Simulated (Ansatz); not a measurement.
# AgF (model cell, started as layered BN type): a soft mode frozen in, part 2 of 3

Which phase does AgF (model cell, started as layered BN type) fall into along its unstable mode, and how much energy does it gain?

Ansatz 0.2.0; DFT PBEsol, scalar-relativistic, plane waves, PAW.

So far, highest frequency on the path or at a solved wavevector (cm⁻¹): step 2 (the dispersion) 266. Also lowest frequency on the path (cm⁻¹): step 2 -28.3.

The structure was built from a prototype and need not be the compound's stable phase.

### 5. Energy along the mode, all amplitudes (two of the runs are shown above)

An imaginary frequency means negative curvature, so the energy should fall and then rise again as anharmonic terms take over.

This step gave:

```
depth at the lowest point sampled  : 0.798 meV/atom
largest atomic shift at that point : 0.14 Å
```

Energy from the parent against largest atomic shift:

```csv
largest atomic shift (Å),energy from the parent (meV/atom)
0.000,0
0.040,-0.091
0.080,-0.337
0.140,-0.798
0.220,-0.736
0.320,3.23
0.450,22.7
```

Displacement at unit largest shift by atom:

| atom | x (Å) | y (Å) | z (Å) | size |
| --- | --- | --- | --- | --- |
| Ag1 | 0.00 | 0.00 | 0.91 | 0.91 |
| Ag2 | 0.00 | 0.00 | -0.91 | 0.91 |
| Ag3 | 0.00 | 0.00 | -0.91 | 0.91 |
| Ag4 | 0.00 | 0.00 | 0.91 | 0.91 |
| F5 | 0.00 | 0.00 | -1.00 | 1.00 |
| F6 | 0.00 | 0.00 | 1.00 | 1.00 |
| F7 | 0.00 | 0.00 | 1.00 | 1.00 |
| F8 | 0.00 | 0.00 | -1.00 | 1.00 |

The lowest of the steps tried is at 0.14 Å, 0.798 meV/atom below the parent; the bottom of the well need not coincide with a step.

### 6. Relaxation from the frozen mode

Starting from the lowest point found, all atoms and the cell are let go, so that strain and other modes of the same symmetry can join in.

The input, input.yaml:

```yaml
crystal:
  lattice:
    - [-4.1018079834, 2.9963e-06, 0.0]
    - [0.0, 0.0, -4.8216818981]
    - [-5.1898e-06, -7.1045398301, 0.0]
  atoms:
    - { symbol: Ag, position: [0.5, 0.7234683128, 0.1666666667] }
    - { symbol: Ag, position: [0.0, 0.7765316872, 0.6666666667] }
    - { symbol: Ag, position: [0.0, 0.2765316872, 0.3333333333] }
    - { symbol: Ag, position: [0.5, 0.2234683128, 0.8333333333] }
    - { symbol: F, position: [0.0, 0.7790355115, 0.3333333333] }
    - { symbol: F, position: [0.5, 0.7209644885, 0.8333333333] }
    - { symbol: F, position: [0.5, 0.2209644885, 0.1666666667] }
    - { symbol: F, position: [0.0, 0.2790355115, 0.6666666667] }
kpoints:
  mp_grid: { grid: [8, 6, 6] }
hamiltonian:
  xc: pbesol
scf:
  occupations: { method: methfessel_paxton, width: 0.15 }
output:
  forces: true
  stress: true
  eigenvalues: true
relax:
  adjacent_minimum: "off"
  f_tol: 0.002
  max_steps: 120
  cell: { stress_tol: 0.03 }
```

Started as:

```bash
$ ansatz run input.yaml --threads 4 --pin off --max-ram 7168MiB --backend cpu --events-out ev --progress --plain --runs-dir out
```

Numbers of over 12 decimals in the logs are rounded to 6 here.

The program printed:

```text
[...]
Crystal: 8 atoms, lattice volume = 140.511 Å³
Basis set: ecut = 420 eV, 2707 PW (Γ), exchange–correlation on 60×72×96 points (8 copies of the dense FFT grid, shifted against one another)
Bands: 63, of which v1, the nominal top of the filled ones, is band 52 counted from 1 (51 counted from 0)
Symmetry: 8 space group operations
[...]
k-points: 80 of 288
[...]
SCF iter   1: F=—  HF=-33285.747128 eV  |F-HF|=—  |Δ(HF+E_count)|=         —  Δρ=1.42e-2  dr2=1.91e-1  ethr=1.77e-3  ⟨swp⟩=5.3  Hψ=15652  notcnv=0  defer=62
[...]
SCF iter   7: F=-33285.700873 eV  HF=-33285.700873 eV  |F-HF|=6.43e-9  |Δ(HF+E_count)|=   1.07e-7  S|Δr|=    0.00e0  Δρ=2.92e-6  dr2=4.04e-9  ethr=9.62e-11  ⟨swp⟩=8.8  Hψ=20963  notcnv=0
SCF 1 converged in 7 iterations: F = -33285.700873 eV  dr2 = 4.04e-9
[...]
relax step   1: F+E_penalty+E_count = -33285.70087317 eV  Δ(F+E_penalty+E_count) = +0.000e0 eV  max|allowed force component| = 3.489e-2 eV/Å  Δτ_max = 0.0000 Å  P = -0.449 GPa  Ω = 140.511 Å³  (7 SCF iters, dr2 threshold 1.00e-7 eV, accepted)
Crystal: 8 atoms, lattice volume = 139.438 Å³
[...]
SCF iter   6: F=-33285.708955 eV  HF=-33285.708956 eV  |F-HF|=6.87e-8  |Δ(HF+E_count)|=   4.99e-7  S|Δr|=    0.00e0  Δρ=1.48e-5  dr2=1.84e-7  ethr=7.05e-10  ⟨swp⟩=5.1  Hψ=19524  notcnv=0
SCF 2 converged in 6 iterations: F = -33285.708955 eV  dr2 = 1.84e-7
relax step   2: F+E_penalty+E_count = -33285.70895545 eV  Δ(F+E_penalty+E_count) = -8.082e-3 eV  max|allowed force component| = 2.538e-2 eV/Å  Δτ_max = 0.0167 Å  P = -0.038 GPa  Ω = 139.438 Å³  energy of the carried Pulay correction = +2.701e-3 eV  (6 SCF iters, dr2 threshold 7.33e-7 eV, accepted)
Crystal: 8 atoms, lattice volume = 135.597 Å³
Basis set: ecut = 420 eV, 2661 PW (Γ), exchange–correlation on 60×72×96 points (8 copies of the dense FFT grid, shifted against one another)
[...]
SCF iter   8: F=-33285.752079 eV  HF=-33285.752079 eV  |F-HF|=1.22e-8  |Δ(HF+E_count)|=   3.22e-8  S|Δr|=    0.00e0  Δρ=4.54e-6  dr2=2.01e-8  ethr=3.87e-11  ⟨swp⟩=8.4  Hψ=24311  notcnv=0
SCF 3 converged in 8 iterations: F = -33285.752079 eV  dr2 = 2.01e-8
relax step   3: F+E_penalty+E_count = -33285.75207886 eV  Δ(F+E_penalty+E_count) = -4.312e-2 eV  max|allowed force component| = 1.253e-1 eV/Å  Δτ_max = 0.1291 Å  P = +0.904 GPa  Ω = 135.597 Å³  energy of the carried Pulay correction = +1.254e-2 eV  (8 SCF iters, dr2 threshold 4.03e-8 eV, accepted)
[... from here on, the SCF cycles and remarks between the steps are left out ...]
relax step   4: F+E_penalty+E_count = -33285.66602427 eV  Δ(F+E_penalty+E_count) = +8.605e-2 eV  max|allowed force component| = 5.699e-1 eV/Å  Δτ_max = 0.1991 Å  P = +1.460 GPa  Ω = 131.499 Å³  energy of the carried Pulay correction = +2.335e-2 eV  (8 SCF iters, dr2 threshold 8.00e-7 eV, rejected (line search))
relax step   5: F+E_penalty+E_count = -33285.79469249 eV  Δ(F+E_penalty+E_count) = -4.261e-2 eV  max|allowed force component| = 4.386e-2 eV/Å  Δτ_max = 0.0996 Å  P = -0.236 GPa  Ω = 135.730 Å³  energy of the carried Pulay correction = +1.220e-2 eV  (10 SCF iters, accepted)
relax step   6: F+E_penalty+E_count = -33285.80788600 eV  Δ(F+E_penalty+E_count) = -1.319e-2 eV  max|allowed force component| = 9.050e-2 eV/Å  Δτ_max = 0.0808 Å  P = -0.688 GPa  Ω = 134.795 Å³  energy of the carried Pulay correction = +1.464e-2 eV  (7 SCF iters, dr2 threshold 5.57e-7 eV, accepted)
relax step   7: F+E_penalty+E_count = -33285.85057817 eV  Δ(F+E_penalty+E_count) = -4.269e-2 eV  max|allowed force component| = 5.156e-2 eV/Å  Δτ_max = 0.0464 Å  P = -0.407 GPa  Ω = 132.192 Å³  energy of the carried Pulay correction = +2.150e-2 eV  (7 SCF iters, dr2 threshold 8.00e-7 eV, accepted)
relax step   8: F+E_penalty+E_count = -33285.91493913 eV  Δ(F+E_penalty+E_count) = -6.436e-2 eV  max|allowed force component| = 8.252e-2 eV/Å  Δτ_max = 0.0511 Å  P = -0.849 GPa  Ω = 128.927 Å³  energy of the carried Pulay correction = +3.031e-2 eV  (7 SCF iters, dr2 threshold 8.00e-7 eV, accepted)
relax step   9: F+E_penalty+E_count = -33285.94841368 eV  Δ(F+E_penalty+E_count) = -3.347e-2 eV  max|allowed force component| = 9.569e-2 eV/Å  Δτ_max = 0.0161 Å  P = -0.425 GPa  Ω = 127.042 Å³  energy of the carried Pulay correction = +3.549e-2 eV  (6 SCF iters, dr2 threshold 8.00e-7 eV, accepted)
relax step  10: F+E_penalty+E_count = -33286.06290585 eV  Δ(F+E_penalty+E_count) = -1.145e-1 eV  max|allowed force component| = 8.215e-2 eV/Å  Δτ_max = 0.0408 Å  P = +0.387 GPa  Ω = 122.167 Å³  energy of the carried Pulay correction = +4.923e-2 eV  (7 SCF iters, dr2 threshold 8.00e-7 eV, accepted)
relax step  11: F+E_penalty+E_count = -33286.13500158 eV  Δ(F+E_penalty+E_count) = -7.210e-2 eV  max|allowed force component| = 1.440e-1 eV/Å  Δτ_max = 0.0620 Å  P = -0.100 GPa  Ω = 118.520 Å³  energy of the carried Pulay correction = +5.986e-2 eV  (6 SCF iters, dr2 threshold 8.00e-7 eV, accepted)
relax step  12: F+E_penalty+E_count = -33285.95675732 eV  Δ(F+E_penalty+E_count) = +1.782e-1 eV  max|allowed force component| = 4.617e-1 eV/Å  Δτ_max = 0.0848 Å  P = +6.184 GPa  Ω = 109.823 Å³  energy of the carried Pulay correction = +8.644e-2 eV  (7 SCF iters, dr2 threshold 8.00e-7 eV, rejected (line search))
relax step  13: F+E_penalty+E_count = -33286.16673122 eV  Δ(F+E_penalty+E_count) = -3.173e-2 eV  max|allowed force component| = 2.774e-2 eV/Å  Δτ_max = 0.0784 Å  P = -0.377 GPa  Ω = 119.451 Å³  energy of the carried Pulay correction = +5.712e-2 eV  (10 SCF iters, accepted)
relax step  14: F+E_penalty+E_count = -33286.18006315 eV  Δ(F+E_penalty+E_count) = -1.333e-2 eV  max|allowed force component| = 2.774e-2 eV/Å  Δτ_max = 0.0663 Å  P = -0.119 GPa  Ω = 119.128 Å³  energy of the carried Pulay correction = +5.806e-2 eV  (7 SCF iters, dr2 threshold 8.00e-7 eV, accepted)
relax step  15: F+E_penalty+E_count = -33286.18467455 eV  Δ(F+E_penalty+E_count) = -4.611e-3 eV  max|allowed force component| = 2.508e-2 eV/Å  Δτ_max = 0.0528 Å  P = +0.050 GPa  Ω = 118.832 Å³  energy of the carried Pulay correction = +5.894e-2 eV  (7 SCF iters, dr2 threshold 2.72e-7 eV, accepted)
relax step  16: F+E_penalty+E_count = -33286.18504380 eV  Δ(F+E_penalty+E_count) = -3.693e-4 eV  max|allowed force component| = 1.665e-2 eV/Å  Δτ_max = 0.0148 Å  P = -0.025 GPa  Ω = 118.982 Å³  energy of the carried Pulay correction = +5.849e-2 eV  (6 SCF iters, dr2 threshold 1.66e-7 eV, accepted)
[...]
relax step  34: F+E_penalty+E_count = -33286.47745413 eV  Δ(F+E_penalty+E_count) = -6.420e-2 eV  max|allowed force component| = 1.458e-1 eV/Å  Δτ_max = 0.0629 Å  P = +0.838 GPa  Ω = 109.737 Å³  energy of the carried Pulay correction = +2.670e-2 eV  (7 SCF iters, dr2 threshold 8.00e-7 eV, accepted)
relax step  35: F+E_penalty+E_count = -33286.48563202 eV  Δ(F+E_penalty+E_count) = -8.178e-3 eV  max|allowed force component| = 1.786e-2 eV/Å  Δτ_max = 0.0162 Å  P = -0.130 GPa  Ω = 111.018 Å³  energy of the carried Pulay correction = +2.257e-2 eV  (6 SCF iters, dr2 threshold 8.00e-7 eV, accepted)
relax step  36: F+E_penalty+E_count = -33286.48577873 eV  Δ(F+E_penalty+E_count) = -1.467e-4 eV  max|allowed force component| = 1.486e-2 eV/Å  Δτ_max = 0.0080 Å  P = -0.073 GPa  Ω = 111.030 Å³  energy of the carried Pulay correction = +2.257e-2 eV  (6 SCF iters, dr2 threshold 1.51e-7 eV, accepted)
relax step  37: F+E_penalty+E_count = -33286.48560499 eV  Δ(F+E_penalty+E_count) = +1.737e-4 eV  max|allowed force component| = 1.910e-2 eV/Å  Δτ_max = 0.0241 Å  P = +0.073 GPa  Ω = 111.188 Å³  energy of the carried Pulay correction = +2.205e-2 eV  (7 SCF iters, dr2 threshold 6.23e-8 eV, accepted)
relax step  38: F+E_penalty+E_count = -33286.48635757 eV  Δ(F+E_penalty+E_count) = -7.526e-4 eV  max|allowed force component| = 2.076e-3 eV/Å  Δτ_max = 0.0031 Å  P = -0.007 GPa  Ω = 111.209 Å³  energy of the carried Pulay correction = +2.208e-2 eV  (5 SCF iters, dr2 threshold 2.38e-7 eV, accepted)
relax step  39: F+E_penalty+E_count = -33286.48645319 eV  Δ(F+E_penalty+E_count) = -9.562e-5 eV  max|allowed force component| = 1.366e-3 eV/Å  Δτ_max = 0.0053 Å  P = -0.001 GPa  Ω = 111.234 Å³  energy of the carried Pulay correction = +2.207e-2 eV  (6 SCF iters, dr2 threshold 8.61e-9 eV, accepted)
relax step  40: F+E_penalty+E_count = -33286.48634189 eV  Δ(F+E_penalty+E_count) = +1.113e-4 eV  max|allowed force component| = 1.427e-3 eV/Å  Δτ_max = 0.0063 Å  P = -0.009 GPa  Ω = 111.293 Å³  energy of the carried Pulay correction = +2.193e-2 eV  (8 SCF iters, accepted)
relax step  41: F+E_penalty+E_count = -33286.47679904 eV  Δ(F+E_penalty+E_count) = +9.543e-3 eV  max|allowed force component| = 1.268e-3 eV/Å  Δτ_max = 0.0000 Å  P = -0.189 GPa  Ω = 111.293 Å³  stress off target by 3.54e-1 GPa  SCF on the basis re-selected at this cell (its energy is not comparable with the rows above)  (8 SCF iters)
relax step  42: F+E_penalty+E_count = -33286.48036616 eV  Δ(F+E_penalty+E_count) = -3.567e-3 eV  max|allowed force component| = 2.676e-3 eV/Å  Δτ_max = 0.0500 Å  P = +0.086 GPa  Ω = 110.568 Å³  energy of the carried Pulay correction = +2.098e-3 eV  (7 SCF iters, dr2 threshold 3.14e-7 eV, accepted)
relax step  43: F+E_penalty+E_count = -33286.47991499 eV  Δ(F+E_penalty+E_count) = +4.512e-4 eV  max|allowed force component| = 1.375e-3 eV/Å  Δτ_max = 0.0121 Å  P = -0.006 GPa  Ω = 110.780 Å³  energy of the carried Pulay correction = +1.479e-3 eV  (6 SCF iters, dr2 threshold 4.78e-8 eV, accepted)
relax step  44: F+E_penalty+E_count = -33286.47881665 eV  Δ(F+E_penalty+E_count) = +1.098e-3 eV  max|allowed force component| = 1.302e-3 eV/Å  Δτ_max = 0.0000 Å  P = -0.016 GPa  Ω = 110.780 Å³  stress off target by 8.90e-2 GPa  SCF on the basis re-selected at this cell (its energy is not comparable with the rows above)  (6 SCF iters)
relax step  45: F+E_penalty+E_count = -33286.47879925 eV  Δ(F+E_penalty+E_count) = +1.740e-5 eV  max|allowed force component| = 5.729e-3 eV/Å  Δτ_max = 0.0170 Å  P = -0.140 GPa  Ω = 110.795 Å³  energy of the carried Pulay correction = -1.064e-4 eV  (7 SCF iters, dr2 threshold 1.98e-8 eV, accepted)
relax step  46: F+E_penalty+E_count = -33286.47972357 eV  Δ(F+E_penalty+E_count) = -9.243e-4 eV  max|allowed force component| = 1.178e-2 eV/Å  Δτ_max = 0.0023 Å  P = +0.147 GPa  Ω = 110.496 Å³  energy of the carried Pulay correction = +8.424e-4 eV  (6 SCF iters, dr2 threshold 6.82e-8 eV, rejected (line search))
relax step  47: F+E_penalty+E_count = -33286.47932985 eV  Δ(F+E_penalty+E_count) = -5.306e-4 eV  max|allowed force component| = 1.554e-3 eV/Å  Δτ_max = 0.0009 Å  P = -0.019 GPa  Ω = 110.656 Å³  energy of the carried Pulay correction = +3.384e-4 eV  (8 SCF iters, accepted)
relax step  48: F+E_penalty+E_count = -33286.47934209 eV  Δ(F+E_penalty+E_count) = -1.223e-5 eV  max|allowed force component| = 5.262e-4 eV/Å  Δτ_max = 0.0029 Å  P = +0.002 GPa  Ω = 110.660 Å³  energy of the carried Pulay correction = +3.345e-4 eV  (6 SCF iters, dr2 threshold 3.15e-9 eV, accepted)
[...]
SCF iter   5: F=-33286.479138 eV  HF=-33286.479138 eV  |F-HF|=0.00e0  |Δ(HF+E_count)|=  2.91e-11  S|Δr|=    0.00e0  Δρ=6.66e-8  dr2=2.79e-12  ethr=1.00e-12  ⟨swp⟩=6.8  Hψ=22327  notcnv=0
SCF 49 converged in 5 iterations: F = -33286.479138 eV  dr2 = 2.79e-12
relax step  49: F+E_penalty+E_count = -33286.47913776 eV  Δ(F+E_penalty+E_count) = +2.043e-4 eV  max|allowed force component| = 5.386e-4 eV/Å  Δτ_max = 0.0000 Å  P = +0.001 GPa  Ω = 110.660 Å³  stress off target by 2.45e-2 GPa  SCF on the basis re-selected at this cell (its energy is not comparable with the rows above)  (5 SCF iters)
[...]
SCF converged after 5 iterations
[...]
Free energy (F): -33286.479138 eV
[...]
Internal energy: -33286.495109 eV  (E = F + TS)
E sigma→0 (E₀):  -33286.483131 eV
Entropy (-TS):   0.015972 eV (1.996 meV/atom)
Fermi energy:    10.009502 eV
Step filling:    the computed levels leave a gap of 0.0427 eV = 0.3 smearing widths at the electron count; against every level under it full and every level over it empty, smearing changes F+E_penalty+E_count by +5.120 meV and its σ→0 estimate by +1.127 meV
[...]
--- Forces (eV/Å), atoms counted from 1 ---
  atom   1  Ag     0.00000000     0.00021320     0.00024395
  atom   2  Ag     0.00000000     0.00021320    -0.00024395
  atom   3  Ag    -0.00000000    -0.00021320    -0.00024395
  atom   4  Ag    -0.00000000    -0.00021320     0.00024395
  atom   5  F      0.00000000     0.00053860    -0.00002966
  atom   6  F      0.00000000     0.00053860     0.00002966
  atom   7  F     -0.00000000    -0.00053860     0.00002966
  atom   8  F     -0.00000000    -0.00053860    -0.00002966
  max |Σ_I F_I| component: 2.66e-18 eV/Å
--- Stress (GPa, compression-positive) ---
        0.003990      -0.000000       0.000000
       -0.000000      -0.024504      -0.000000
        0.000000      -0.000000       0.022201
  P = ⅓ Tr σ = 0.0006 GPa (0.006 kbar)
--- Band table (eV; the first three rows and the last of 80) ---
  k-point 0: bands = [... 48 lower, 9.3429, 9.5863, 9.5996, 9.6355, 10.0276, 12.7844, 15.0189, 16.3237, ... 7 higher]
  k-point 1: bands = [... 48 lower, 9.3633, 9.5358, 9.5751, 9.5926, 10.1860, 12.5804, 15.0671, 16.3086, ... 7 higher]
  k-point 2: bands = [... 48 lower, 9.4158, 9.4187, 9.4266, 9.5487, 10.6389, 12.0151, 15.3886, 16.2251, ... 7 higher]
  k-point 79: bands = [... 48 lower, 9.6569, 9.6569, 9.6569, 9.6569, 15.5604, 15.5604, 15.5604, 15.5604, ... 7 higher]
--- Relaxed structure (45 steps of the walk, 40 accepted, 4 SCFs on fresh bases) ---
  F+E_penalty+E_count = -33286.47913776 eV   max|allowed force component| = 5.386e-4 eV/Å   (the final SCF, on the basis selected at the relaxed cell)
  cell:  # Å, volume = 110.6605 Å³
    - [-2.933569, 2.14293325769872e-6, 0]
    - [0, 0, -5.544499]
    - [-4.969883455297751e-6, -6.803523, 0]
  atoms:
    - { symbol: Ag, position: [0.500000, 0.706410, 0.315610] }
    - { symbol: Ag, position: [0, 0.793590, 0.815610] }
    - { symbol: Ag, position: [0, 0.293590, 0.184390] }
    - { symbol: Ag, position: [0.5, 0.206410, 0.684390] }
    - { symbol: F, position: [0, 1.038280, 0.441461] }
    - { symbol: F, position: [0.500000, 0.461720, 0.941461] }
    - { symbol: F, position: [0.5, -0.038280, 0.058539] }
    - { symbol: F, position: [0, 0.538280, 0.558539] }
```

Run time: 7.4 min. Hardware: 4 threads of Arm Neoverse V2, shared host; peak memory 0.83 GiB; 29 min of CPU time.

The steps of the relaxation (22 of 49):

```
step  energy less that of the first step (eV)  largest force component (eV/Å)  pressure (GPa)  volume (Å³)
   1                                   0.0000                          0.0349           -0.45       140.51
   3                                  -0.0512                          0.1253            0.90       135.60
   6                                  -0.1070                          0.0905           -0.69       134.79
   8                                  -0.2141                          0.0825           -0.85       128.93
  10                                  -0.3620                          0.0822            0.39       122.17
  12                                  -0.2559                          0.4617            6.18       109.82
  15                                  -0.4838                          0.0251            0.05       118.83
  17                                  -0.4843                          0.0022            0.00       119.00
 19*                                  -0.5568                          0.0030            0.82       119.01
  22                                  -0.5938                          0.0164           -0.20       119.06
  24                                  -0.6045                          0.0452           -0.45       116.99
  26                                  -0.6261                          0.2584            1.37       109.43
  28                                  -0.6695                          0.0335           -0.12       111.22
  31                                  -0.6978                          0.1076            0.42       109.64
  33                                  -0.7124                          0.2025           -0.38       111.34
  35                                  -0.7848                          0.0179           -0.13       111.02
  38                                  -0.7855                          0.0021           -0.01       111.21
  40                                  -0.7855                          0.0014           -0.01       111.29
  42                                  -0.7795                          0.0027            0.09       110.57
 44*                                  -0.7779                          0.0013           -0.02       110.78
  47                                  -0.7785                          0.0016           -0.02       110.66
 49*                                  -0.7783                          0.0005            0.00       110.66
```

Relaxation steps marked * repeat the geometry before them on a plane-wave basis chosen anew for their cell, so energy and pressure can jump there. Other such steps can lie between the rows shown. Relaxation steps 4, 12, 26, 29, 46 were tried and not accepted.

The run keeps the 8 symmetry operations that it works with, so distortions that break them were not tested.

```
     cell as run  before  after   change
           a (Å)   4.102  2.934  -28.5 %
           b (Å)   4.822  5.544  +15.0 %
           c (Å)   7.105  6.804   -4.2 %
volume (Å³/atom)   17.56  13.83  -21.2 %
```

The atoms that moved most (Å, as changes of fractional coordinates times the final cell):

| atom | dx | dy | dz | length |
| --- | --- | --- | --- | --- |
| F5 | 0.000 | -0.736 | -1.437 | 1.615 |
| F6 | 0.000 | -0.736 | 1.437 | 1.615 |
| F7 | 0.000 | 0.736 | 1.437 | 1.615 |
| F8 | 0.000 | 0.736 | -1.437 | 1.615 |
| Ag4 | 0.000 | 1.013 | 0.095 | 1.018 |
| Ag1 | 0.000 | -1.013 | 0.095 | 1.018 |
| Ag3 | 0.000 | 1.013 | -0.095 | 1.018 |
| Ag2 | 0.000 | -1.013 | -0.095 | 1.018 |

Numbers from this step:

| Quantity | Value |
| --- | --- |
| pressure | 5.62e-4 GPa |
| volume per atom | 13.83 Å³ |
| gap on the k-mesh | 0.04265 eV |

The distorted start has space group Pnma; the relaxation ends in Pnma.

(Continued in part 3 of 3.)

[Logs are printed without paths, hosts, clocks, repeated set-up lines and the standing remarks that a program may print on its own settings, such as how far it seeks lower states.]

[Hosts, paths, dates, database ids (printed as entryN), source tags and the programs' standing remarks are cut or masked in the printed files.]
